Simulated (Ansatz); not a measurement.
# TiO2 (Rutile, P4_2/mnm): zone-centre modes under pressure, part 2 of 3

Aim: how do the optical modes of TiO2 (Rutile, P4_2/mnm) move with volume?

Ansatz 0.2.0; DFT LDA, scalar-relativistic, plane waves, PAW; PAW set soft_1.

So far. Step 3 (Tight relaxation): The largest force component left is 0.0098 meV/Å and the pressure is -0.005 GPa, within the tolerances set. The cell now holds 10.06 Å³/atom.

## (4) Zone-centre response at rest

The modes at rest are the reference of the series, and the response to a field gives the dielectric tensor and the Born charges.

The input, input.yaml:

```yaml
crystal:
  lattice:
    - [4.5489690115, 0.0, 0.0]
    - [0.0, 4.5489690115, 0.0]
    - [0.0, 0.0, 2.917444043]
  atoms:
    - { symbol: O, position: [0.30394424, 0.30394424, 0.0] }
    - { symbol: O, position: [0.19605576, 0.80394424, 0.5] }
    - { symbol: O, position: [0.69605576, 0.69605576, 0.0] }
    - { symbol: O, position: [0.80394424, 0.19605576, 0.5] }
    - { symbol: Ti, position: [0.0, 0.0, 0.0] }
    - { symbol: Ti, position: [0.5, 0.5, 0.5] }
kpoints:
  mp_grid: { grid: [8, 8, 12] }
hamiltonian:
  xc: lda
  pseudopotentials: { kind: paw, azcp: { folder: soft_1 }, xc_functional: pbe }
scf:
  occupations: { method: fixed }
output:
  eigenvalues: true
phonons:
  method: dfpt
  dielectric: true
  rigid_motions: translations
  raman: true
```

The run is started by

```bash
$ ansatz run input.yaml --threads 8 --pin off --max-ram 16384MiB --backend cpu --events-out ev --progress --plain --runs-dir out
```

Numbers of over 12 decimals in the logs are rounded to 6 here.

What it wrote:

```text
[...]
Crystal: 6 atoms, lattice volume = 60.371 Å³
Basis set: ecut = 420 eV, 1161 PW (Γ), exchange–correlation on 64×64×40 points (8 copies of the dense FFT grid, shifted against one another)
Bands: 30, of which v1, the nominal top of the filled ones, is band 24 counted from 1 (23 counted from 0)
Symmetry: 16 space group operations
k-points: 388 of 768 (irreducible under 1 space group operation, time reversal used)
[...]
SCF iter   1: F=—  HF=-7130.752962 eV  |F-HF|=—  |Δ(HF+E_count)|=         —  Δρ=5.75e-2  dr2=1.86e0  ethr=3.10e-3  ⟨swp⟩=3.9  Hψ=37106  notcnv=0  defer=783
[...]
SCF iter  10: F=-7130.418391 eV  HF=-7130.418391 eV  |F-HF|=2.18e-11  |Δ(HF+E_count)|=  1.43e-10  Δρ=2.43e-7  dr2=3.02e-11  ethr=1.00e-12  ⟨swp⟩=10.9  Hψ=64398  notcnv=0
SCF 1 converged in 10 iterations: F = -7130.418391 eV  dr2 = 3.02e-11
[...]
DFPT response loops at Γ: preconditioner auto → Resta (q_TF=auto, 2.626 Å⁻¹)  ε∞=5.7 (no band partly filled); β = 1.00, the filter's whole step (`scf.mixing.beta` (0.50) is not read by the response loops at its default; to damp them type it under 1.00, their step now; it binds the ground state too); Broyden in place of MSR1
── the response to a field inside a basis, on 10×10×16 k-points: an SCF that follows is theirs, and a resumed run solves both again ──
Bands: 25, of which v1, the nominal top of the filled ones, is band 24 counted from 1 (23 counted from 0)
k-points: 120 of 1600
[...]
Eigensolver: Dense (120 Hₖ)
SCF iter   1: F=—  HF=-7130.410888 eV  |F-HF|=—  |Δ(HF+E_count)|=         —  Δρ=4.71e-4  dr2=2.59e-5  ethr=1.00e-1
[...]
SCF iter   7: F=-7130.410879 eV  HF=-7130.410879 eV  |F-HF|=4.55e-12  |Δ(HF+E_count)|=  2.91e-11  Δρ=1.53e-7  dr2=1.72e-11  ethr=1.11e-12
SCF 1 converged in 7 iterations: F = -7130.410879 eV  dr2 = 1.72e-11
[...]
SCF converged after 10 iterations
Free energy (F): -7130.418391 eV
[...]
Internal energy: -7130.418391 eV  (E = F + TS)
E sigma→0 (E₀):  -7130.418391 eV
Fermi energy:    9.183802 eV
[...]
--- Band table (eV; the first three rows and the last of 388) ---
  k-point 0: bands = [... 20 lower, 8.5053, 8.7254, 8.7254, 9.1838, 11.0457, 11.3268, 11.6316, 11.7470, ... 2 higher]
  k-point 1: bands = [... 20 lower, 8.1768, 8.5736, 8.5736, 9.1502, 11.2534, 11.4124, 11.5778, 11.8451, ... 2 higher]
  k-point 2: bands = [... 20 lower, 7.4488, 8.1736, 8.1736, 9.0097, 11.4722, 11.5947, 11.6754, 12.0969, ... 2 higher]
  k-point 387: bands = [... 20 lower, 7.8082, 7.8082, 8.5105, 8.5105, 11.8373, 11.8373, 12.4617, 12.4617, ... 2 higher]
--- Phonons (Γ-DFPT): 4 representative perturbations + reference, on 388 of 768 k-points (Σ response iterations 13) ---
  k mesh reduced under 1 symmetry operation, with k and −k counted as one. Each operation leaves every solved perturbation unchanged. A smaller set is not considered because the run solves the response to a homogeneous field
  ASR residual: 9.472e-5 → 0.000e0 eV/Å²; symmetrization residual: 6.709e-6 eV/Å²
  ASR residual per site (eV/Å²): 9.47e-5 9.47e-5 9.47e-5 9.47e-5 5.47e-5 5.47e-5
  Γ frequencies (cm⁻¹): 0.00 0.00 0.00 96.06 121.42 128.91 128.91 136.90 381.28 381.28 390.22 419.29 463.70 463.70 486.49 486.49 610.13 817.90
  ε∞ (high-frequency dielectric tensor):
        7.476980     0.000000     0.000000
        0.000000     7.476980     0.000000
        0.000000     0.000000     8.833809
  ε⁰ (static dielectric tensor: ions relaxed, cell fixed):
      198.329330    -0.000000    -0.000000
       -0.000000   198.329330    -0.000000
       -0.000000    -0.000000   346.000974
  ε⁰ − ε∞ (ionic part):
      190.852350    -0.000000    -0.000000
       -0.000000   190.852350    -0.000000
       -0.000000    -0.000000   337.167165
  softest optical mode at Γ: 96.06 cm⁻¹; the repairs (sum rule, projections) moved no ω² at Γ by more than (2.00 cm⁻¹)²
  Born effective charges Z* (e; rows j = field, columns β = displacement):
    site 0:
        -3.16063   -1.80058    0.00000
        -1.80058   -3.16063    0.00000
         0.00000    0.00000   -3.82349
    site 1:
        -3.16063    1.80058    0.00000
         1.80058   -3.16063    0.00000
         0.00000    0.00000   -3.82349
    site 2:
        -3.16063   -1.80058    0.00000
        -1.80058   -3.16063    0.00000
         0.00000    0.00000   -3.82349
    site 3:
        -3.16063    1.80058    0.00000
         1.80058   -3.16063    0.00000
         0.00000    0.00000   -3.82349
    site 4:
         6.32127    1.00258    0.00000
         1.00258    6.32127    0.00000
         0.00000    0.00000    7.64698
    site 5:
         6.32127   -1.00258    0.00000
        -1.00258    6.32127    0.00000
         0.00000    0.00000    7.64698
  Z* charge neutrality: 2.423e-3 e pre-enforcement
  solved inside a basis spanned on kpoints, on 10×10×16 k-points: ε∞ is read to err by 2.5e-2, Z* by 2.5e-2 e (field_mesh: kpoints solves on kpoints); Z* is corrected for what the basis lacks
  Raman tensors (in the event stream and the table raman_tensors.tsv): an entry may err by 9.0e-3 Å², one of the second-order susceptibility by 8.3e-19 pm/V (basis, points and sum rule); their sum over the sites missed zero by 5.329e-15 Å² ahead of its enforcement
  optical modes at Γ without the LO–TO term, one row a degenerate level:
      ω (cm⁻¹)  modes    IR ((D/Å)²/amu)  static Raman (Å⁴/amu)  depolarisation
         96.06      1             0.0000                 0.0000               —
        121.42      1           140.6919                 0.0000               —
        128.91      2           174.8617                 0.0000               —
        136.90      1             0.0000                 0.2593           0.750
        381.28      2            15.6357                 0.0000               —
        390.22      1             0.0000                 0.0000               —
        419.29      1             0.0000                 0.0000               —
        463.70      2             0.0000               582.1775           0.750
        486.49      2            41.1187                 0.0000               —
        610.13      1             0.0000              1462.8655           0.335
        817.90      1             0.0000                 3.2007           0.750
  optical modes at Γ + LO–TO along q̂ = [1.0000, 0.0000, 0.0000]:
      ω (cm⁻¹)  modes    IR ((D/Å)²/amu)  static Raman (Å⁴/amu)  depolarisation
         96.06      1             0.0000                 0.0000               —
        121.42      1           140.6919                 0.0000               —
        128.91      1            87.4309                 0.0000               —
        136.90      1             0.0000                 0.2593           0.750
        354.89      1             1.5081                 0.0000               —
        381.28      1             7.8179                 0.0000               —
        390.22      1             0.0000                 0.0000               —
        419.29      1             0.0000                 0.0000               —
        437.79      1             2.6901                 0.0000               —
        463.70      2             0.0000               582.1775           0.750
        486.49      1            20.5593                 0.0000               —
        610.13      1             0.0000              1462.8655           0.335
        792.63      1           111.6099                 0.0000               —
        817.90      1             0.0000                 3.2007           0.750
  optical modes at Γ + LO–TO along q̂ = [0.0000, 1.0000, 0.0000]:
      ω (cm⁻¹)  modes    IR ((D/Å)²/amu)  static Raman (Å⁴/amu)  depolarisation
         96.06      1             0.0000                 0.0000               —
        121.42      1           140.6919                 0.0000               —
        128.91      1            87.4309                 0.0000               —
        136.90      1             0.0000                 0.2593           0.750
        354.89      1             1.5081                 0.0000               —
        381.28      1             7.8179                 0.0000               —
        390.22      1             0.0000                 0.0000               —
        419.29      1             0.0000                 0.0000               —
        437.79      1             2.6901                 0.0000               —
        463.70      2             0.0000               582.1775           0.750
        486.49      1            20.5593                 0.0000               —
        610.13      1             0.0000              1462.8655           0.335
        792.63      1           111.6099                 0.0000               —
        817.90      1             0.0000                 3.2007           0.750
  optical modes at Γ + LO–TO along q̂ = [0.0000, 0.0000, 1.0000]:
      ω (cm⁻¹)  modes    IR ((D/Å)²/amu)  static Raman (Å⁴/amu)  depolarisation
         96.06      1             0.0000                 0.0000               —
        128.91      2           174.8617                 0.0000               —
        136.90      1             0.0000                 0.2593           0.750
        381.28      2            15.6357                 0.0000               —
        390.22      1             0.0000                 0.0000               —
        419.29      1             0.0000                 0.0000               —
        463.70      2             0.0000               582.1775           0.750
        486.49      2            41.1187                 0.0000               —
        610.13      1             0.0000              1462.8655           0.335
        759.88      1           140.6919                 0.0000               —
        817.90      1             0.0000                 3.2007           0.750
```

Elapsed: 8.2 min, on 8 threads of Arm Neoverse N1, shared host; peak memory 3.2 GiB; 63 min of CPU time.

Numbers from this step:

- sum-rule residual before enforcement: 9.47e-5 eV/Å²
- miss of the charge sum rule: 0.002423 e
- estimated error of the dielectric tensor: 0.02496
- estimated error of the Born charges: 0.02452 e
- point group: 4/mmm
- highest optical mode at the zone centre (no LO-TO term): 817.9 cm⁻¹
- lowest optical zone-centre mode: 96.06 cm⁻¹
- mean high-frequency dielectric constant: 7.929
- largest Born charge (third of the trace): 6.763 e
- mean static dielectric constant: 247.6
- top of the zone-centre spectrum with the field: 817.9 cm⁻¹

Without the LO-TO term. Patterns of degenerate modes are one choice out of their space. The modes at Γ (shares of kinetic energy by element, %):

```
mode  frequency (cm⁻¹)  symmetry  O %  Ti %
   1               0.0  acoustic   40    60
   2               0.0  acoustic   40    60
   3               0.0  acoustic   40    60
   4              96.1       B1u    1    99
   5             121.4       A2u   60    40
   6             128.9        Eu   57    43
   7             128.9        Eu   57    43
   8             136.9       B1g  100     0
   9             381.3        Eu   51    49
  10             381.3        Eu   51    49
  11             390.2       B1u   99     1
  12             419.3       A2g  100     0
  13             463.7        Eg  100     0
  14             463.7        Eg  100     0
  15             486.5        Eu   52    48
  16             486.5        Eu   52    48
  17             610.1       A1g  100     0
  18             817.9       B2g  100     0
```

Displacements in mode 4 (96.1 cm⁻¹), the largest set to 1:
```
O1   0.00  0.00  0.11
O2   0.00  0.00 -0.11
O3   0.00  0.00  0.11
O4   0.00  0.00 -0.11
Ti5  0.00  0.00 -1.00
Ti6  0.00  0.00  1.00
```

Displacements in mode 11 (390.2 cm⁻¹), the largest set to 1:
```
O1   0.00  0.00 -1.00
O2   0.00  0.00  1.00
O3   0.00  0.00 -1.00
O4   0.00  0.00  1.00
Ti5  0.00  0.00 -0.07
Ti6  0.00  0.00  0.07
```

Optical modes at the zone centre, without and with the macroscopic field of the longitudinal modes; each column is sorted by frequency, so a row need not hold one and the same mode. Modes with and without the field, by row:

```
rank among optical modes  no field (cm⁻¹)  q along (1, 0, 0) (cm⁻¹)  q along (0, 0, 1) (cm⁻¹)
                       1             96.1                      96.1                      96.1
                       2            121.4                     121.4                     128.9
                       3            128.9                     128.9                     128.9
                       4            128.9                     136.9                     136.9
                       5            136.9                     354.9                     381.3
                       6            381.3                     381.3                     381.3
                       7            381.3                     390.2                     390.2
                       8            390.2                     419.3                     419.3
                       9            419.3                     437.8                     463.7
                      10            463.7                     463.7                     463.7
                      11            463.7                     463.7                     486.5
                      12            486.5                     486.5                     486.5
                      13            486.5                     610.1                     610.1
                      14            610.1                     792.6                     759.9
                      15            817.9                     817.9                     817.9
```

Born charge (rows field, columns displacement) (e), principal values of the symmetric part by kind of site:

```csv
atom,atoms with these values,low,middle,high,mean
O1,4,-4.96,-3.82,-1.36,-3.38
Ti5,2,5.32,7.32,7.65,6.76
```

In full for O1:

```
-3.16 -1.80  0.00
-1.80 -3.16  0.00
 0.00  0.00 -3.82
```

High-frequency dielectric tensor:

```
7.48 0.00 0.00
0.00 7.48 0.00
0.00 0.00 8.83
```

Static dielectric tensor (ions relaxed, fixed cell):

```
198.3   0.0   0.0
  0.0 198.3   0.0
  0.0   0.0 346.0
```

Transverse modes. Infrared lines, with heights relative to the strongest:

| position (cm⁻¹) | label | relative intensity |
| --- | --- | --- |
| 96 | B1u | 0.0 |
| 121 | A2u | 80 |
| 129 | Eu | 100 |
| 137 | B1g | 0.0 |
| 381 | Eu | 8.9 |
| 390 | B1u | 0.0 |
| 419 | A2g | 0.0 |
| 464 | Eg | 0.0 |
| 486 | Eu | 24 |
| 610 | A1g | 0.0 |
| 818 | B2g | 0.0 |

Activity x (w_L - w)^4 (n + 1)/w, 532 nm, 300 K; the tensors are static ones, while 532 nm light lies above the computed direct gap, where resonance would change the heights; modes without the macroscopic field alone. Lines of the Raman spectrum (strongest = 100):

```csv
position (cm⁻¹),label,relative intensity
96,B1u,0.0
121,A2u,0.0
129,Eu,0.0
137,B1g,0.2
381,Eu,0.0
390,B1u,0.0
419,A2g,0.0
464,Eg,57
486,Eu,0.0
610,A1g,100
818,B2g,0.1
```

Before it was imposed, the acoustic sum rule was missed by 9.5e-5 eV/Å² and the charge sum rule by 0.0024 e. Small misses are needed for a sound result but don't prove that mesh and cutoff are converged. The lowest optical mode is real, 96.1 cm⁻¹.

## (5) A member of the series: 1.06 times the volume at rest

The cell is set to 1.06 times the volume at rest, and shape and atoms relax at that volume.

input.yaml, the sections that differ from step 4:

```yaml
crystal:
  lattice:
    - [4.6524249224, 0.0, 0.0]
    - [0.0, 4.6524249224, 0.0]
    - [0.0, 0.0, 2.9564845232]
  atoms:
    - { symbol: O, position: [0.3054760252, 0.3054760252, 0.0] }
    - { symbol: O, position: [0.1945239748, 0.8054760252, 0.5] }
    - { symbol: O, position: [0.6945239748, 0.6945239748, 0.0] }
    - { symbol: O, position: [0.8054760252, 0.1945239748, 0.5] }
    - { symbol: Ti, position: [0.0, 0.0, 0.0] }
    - { symbol: Ti, position: [0.5, 0.5, 0.5] }
output:
  forces: true
  stress: true
  eigenvalues: true
relax:
  adjacent_minimum: "off"
  f_tol: 0.001
  max_steps: 60
  cell: { stress_tol: 0.01, fix: [volume] }
# kpoints, hamiltonian, scf: as in step 4
# phonons: removed
```

What it wrote:

```text
[...]
Crystal: 6 atoms, lattice volume = 63.993 Å³
Basis set: ecut = 420 eV, 1241 PW (Γ)
Bands: 30, of which v1, the nominal top of the filled ones, is band 24 counted from 1 (23 counted from 0)
Symmetry: 16 space group operations
[...]
k-points: 105 of 768
[...]
cell:  # Å, volume = 63.9933 Å³
    - [4.660536, 0, 0.0]
    - [0, 4.660536, 0.0]
    - [0.0, 0.0, 2.946203]
  atoms:
    - { symbol: O, position: [0.306410, 0.306410, 0.0] }
    - { symbol: O, position: [0.193590, 0.806410, 0.500000] }
    - { symbol: O, position: [0.693590, 0.693590, 0.0] }
    - { symbol: O, position: [0.806410, 0.193590, 0.500000] }
    - { symbol: Ti, position: [0, 0, 0.0] }
    - { symbol: Ti, position: [0.5, 0.5, 0.500000] }
[key lines of the parts left out:]
SCF converged after 6 iterations
Free energy (F): -7130.272506 eV
Fermi energy:    8.220350 eV
P = ⅓ Tr σ = -12.1073 GPa (-121.073 kbar)
```

The job ended after 24 s (8 threads; peak memory 0.54 GiB).

Step by step:

| step | energy less that of the first step (eV) | largest force component (eV/Å) | pressure (GPa) | volume (Å³) |
| --- | --- | --- | --- | --- |
| 1 | 0.0000 | 0.0748 | -12.70 | 63.99 |
| 2 | -0.0010 | 0.0577 | -12.55 | 63.99 |
| 3 | -0.0021 | 0.0093 | -12.09 | 63.99 |
| 4 | -0.0021 | 0.0015 | -12.12 | 63.99 |
| 5 | -0.0022 | 0.0000 | -12.12 | 63.99 |
| 6* | -0.0021 | 0.0001 | -12.12 | 63.99 |
| 7 | -0.0021 | 0.0000 | -12.11 | 63.99 |
| 8* | -0.0022 | 0.0000 | -12.11 | 63.99 |

Relaxation steps marked * repeat the geometry before them on a plane-wave basis chosen anew for their cell, so energy and pressure can jump there.

The run keeps the 16 symmetry operations that it works with, so distortions that break them were not tested.

```csv
"conventional cell, symmetrised",before,after,change
a (Å),4.652,4.661,+0.2 %
b (Å),4.652,4.661,+0.2 %
c (Å),2.956,2.946,-0.3 %
volume (Å³/atom),10.67,10.67,-0.0 %
```

Numbers from this step:

```yaml
pressure: -12.11 GPa
gap_on_the_k_mesh: 1.857 eV
volume_per_atom: 10.67 Å³
```

The largest force component left is 0.016 meV/Å, at a pressure of -12.11 GPa.

[end of part 2 of 3]

[Logs are printed without paths, hosts, clocks, repeated set-up lines and the standing remarks that a program may print on its own settings, such as how far it seeks lower states.]

[Hosts, paths, dates, database ids (printed as entryN), source tags and the programs' standing remarks are cut or masked in the printed files.]
